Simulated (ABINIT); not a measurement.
# A GW run on KNa3H4 (Pm-3m) in ABINIT, with inputs changed, part 3 of 3

A base run on KNa3H4 (Pm-3m), then changed inputs.

ABINIT 10.8.3; LDA and many-body steps on it, plane waves. Known limits of the many-body steps: not at the basis limit; coarse k mesh.

So far. Step 4 (Broadening of the poles): Against G0W0 in ABINIT (2×2×2 mesh, 65 bands, screening to 87.1 eV, Godby-Needs plasmon pole), the gap moves by +0.000 eV. Step 5 (No symmetry in the self-energy): Against G0W0 in ABINIT (2×2×2 mesh, 65 bands, screening to 87.1 eV, Godby-Needs plasmon pole), the gap moves by +0.000 eV.

**10. A keyword of another program**

Level of this step: G0W0 on LDA, plane waves, norm-conserving pseudopotentials (ABINIT).

File run.abi:

```
acell 3*1.0 Angstrom
rprim 
  5.118641000000 0.000000000000 0.000000000000
  0.000000000000 5.118641000000 0.000000000000
  0.000000000000 0.000000000000 5.118641000000
ntypat 3
znucl 19 11 1
natom 8
typat 1 2 2 2 3 3 3 3
xred 
  0.500000000000 0.500000000000 0.500000000000
  -0.000000000000 -0.000000000000 0.500000000000
  -0.000000000000 0.500000000000 -0.000000000000
  0.500000000000 -0.000000000000 -0.000000000000
  -0.000000000000 -0.000000000000 -0.000000000000
  0.500000000000 0.500000000000 -0.000000000000
  0.500000000000 -0.000000000000 0.500000000000
  -0.000000000000 0.500000000000 0.500000000000
pp_dirpath "pseudos"
pseudos "K.upf, Na.upf, H.upf"
ecut 38
ngkpt 2 2 2
nshiftk 1
shiftk 0 0 0
kptopt 1
chksymbreak 0
istwfk *1
occopt 1
irdwfk 1
optdriver 4
nband 65
gwcalctyp 0
ecutsigx 38
symsigma 1
nkptgw 3
kptgw 
  0.5000000000 0.0000000000 0.0000000000
  0.5000000000 0.5000000000 0.5000000000
  0.0000000000 0.0000000000 0.0000000000
bdgw 
  19 22
  18 23
  18 23
ecuteps 3.2
irdscr 1
ppmodel 1
ecut_chi 100
indata_prefix "in"
outdata_prefix "out"
tmpdata_prefix "tmp"
```

The run is started by

```bash
> OMP_NUM_THREADS=1 mpirun -n 4 abinit run.abi > log
```

The program printed:

```text
.Version 10.8.3 of ABINIT. v10.8.2 released Aug 2026.

 Symmetries : space group Pm -3 m (#221); Bravais cP (primitive cubic)
================================================================================
 Values of the parameters that define the memory need of the present run
     intxc =       0    ionmov =       0      iscf =       7    lmnmax =       6
     lnmax =       6     mgfft =      54  mpssoang =       3    mqgrid =    3001
     natom =       8  nloc_mem =       1    nspden =       1   nspinor =       1
    nsppol =       1      nsym =      48    n1xccc =    2501    ntypat =       3
    occopt =       1   xclevel =       1
-    mband =          65        mffmem =           1         mkmem =           1
       mpw =       10131          nfft =      157464          nkpt =           4
================================================================================
  Rough estimation (10% accuracy) of disk space for files :
================================================================================

--------------------------------------------------------------------------------
------------- Echo of variables that govern the present computation ------------
--------------------------------------------------------------------------------
 -outvars: echo values of preprocessed input variables --------
            acell      1.8897261259E+00  1.8897261259E+00  1.8897261259E+00 Bohr

             bdgw          19      22      18      23      18      23
      chksymbreak           0
             ecut      3.80000000E+01 Hartree
          ecuteps      3.20000000E+00 Hartree
         ecutsigx      3.80000000E+01 Hartree
          ecutwfn      3.80000000E+01 Hartree
-          fftalg         312
           irdscr           1
           irdwfk           1

[...]
npwwfn       10131
             nsym          48
           ntypat           3
              occ      2.000000  2.000000  2.000000  2.000000  2.000000  2.000000
                       2.000000  2.000000  2.000000  2.000000  2.000000  2.000000
                       2.000000  2.000000  2.000000  2.000000  2.000000  2.000000
                       2.000000  2.000000  0.000000  0.000000  0.000000  0.000000
[...]
0.000000  0.000000  0.000000  0.000000  0.000000  0.000000
                       0.000000  0.000000  0.000000  0.000000  0.000000  0.000000
                       0.000000  0.000000  0.000000  0.000000  0.000000
        optdriver           4
            rprim      5.1186410000E+00  0.0000000000E+00  0.0000000000E+00
[...]
spgroup         221

             xred      5.0000000000E-01  5.0000000000E-01  5.0000000000E-01
[...]
5.0000000000E-01  0.0000000000E+00  5.0000000000E-01
                       0.0000000000E+00  5.0000000000E-01  5.0000000000E-01
            znucl       19.00000   11.00000    1.00000

================================================================================

 chkinp: Checking input parameters for consistency.

--- !ERROR
message: |
    Found token: `ECUT_CHI` in the input file.
    This name is not one of the registered input variable names (see
    Action: check your input file. Perhaps you mistyped the input variable,
    or specified "img", although this was not permitted for this input variable.

--- !ERROR
message: |
    Found token: `ECUT_CHI` in the input file.
    This name is not one of the registered input variable names (see
    Action: check your input file. Perhaps you mistyped the input variable,
    or specified "img", although this was not permitted for this input variable.

--- from the log ---
Found token: `ECUT_CHI` in the input file.
    This name is not one of the registered input variable names (see
    Action: check your input file. Perhaps you mistyped the input variable,
    or specified "img", although this was not permitted for this input variable.
```

Elapsed: 0.82 s, on 4 MPI ranks of Intel Xeon Platinum 8375C at 2.90GHz (Ice Lake), shared host; peak memory 0.05 GiB.

The run stopped with an error after 0.82 s.

The program's words: Found token: `ECUT_CHI` in the input file. This name is not one of the registered input variable names (see Action: check your input file. Perhaps you mistyped the input variable, or specified "img", although this was not permitted for this input variable.

The fault put into this input: a keyword of another program.

**11. Side by side**

Times are wall times on 4 MPI ranks of Intel Xeon Platinum 8375C at 2.90GHz (Ice Lake), shared host, good to a factor of about two. A run's time includes the screening step that it read.

```
                                 run   mesh  bands  screening cutoff (eV)  DFT gap (eV)  gap on the mesh (eV)  direct (eV)  ε∞ used  time
                                base  2×2×2     65                   87.1         2.594                 4.669        5.328     3.25  20 s
             broadening of the poles  2×2×2     65                   87.1         2.594                 4.669        5.328     3.25  20 s
      no symmetry in the self-energy  2×2×2     65                   87.1         2.594                 4.669        5.328     3.25  24 s
                       scissors in G  2×2×2     65                   87.1         2.594                 4.731        5.392     3.25  20 s
      fewer bands in the self-energy  2×2×2     40                   87.1         2.594                 4.624        5.320     3.25  18 s
smaller part of the screening matrix  2×2×2     65                   43.5         2.594                 4.653        5.331     3.25  17 s
```

**12. Outcome**

```json
{
 "base": "4.669 eV",
 "broadening of the poles": "4.669 eV",
 "no symmetry in the self-energy": "4.669 eV",
 "scissors in G": "4.731 eV",
 "fewer bands in the self-energy": "4.624 eV",
 "smaller part of the screening matrix": "4.653 eV",
 "known limits": "not at the basis limit; coarse k mesh"
}
```

In words: Broadening of the poles: no change against base (keys changed: zcut). No symmetry in the self-energy: no change against base (keys changed: symsigma). Scissors in G: +0.062 eV against base (keys changed: mbpt_sciss). Fewer bands in the self-energy: −0.045 eV against base (keys changed: nband). Smaller part of the screening matrix: −0.016 eV against base (keys changed: ecuteps). Bands and cutoff are finite, so the gap is not at the basis limit. The miss can reach some tenths of an eV and take either sign; the mesh is an error of its own. In the first G0W0 run levels were corrected at 3 k points alone, so a gap called «on the mesh» is the least over those, and an edge elsewhere would be missed. The 2×2×2 mesh is coarse for this cell, which bears on the long-range parts of exchange and screening.

[Paths, hosts, dates, memory and timing lines, banners, echoed tables and standing remarks are left out of the program output.]

[Logs are printed without paths, hosts, clocks, repeated set-up lines and the standing remarks that a program may print on its own settings, such as how far it seeks lower states.]

[Runs of the session that timed out or met a known fault of the program may be left out.]

[No measured gap is set beside runs whose start may be inverted or whose files or cutoffs have a known fault.]

[Hosts, paths, dates, database ids (printed as entryN), source tags and the programs' standing remarks are cut or masked in the printed files.]

[G0W0 gaps are taken among the corrected bands and points alone; a level outside them can change the order at an edge.]

[Where Ansatz stands beside ABINIT at settings called matched, ABINIT's density can come from a denser mesh and the files from another edition; pairs whose starting gaps differed by over 0.03 eV were left out, so agreement reads better than it is.]
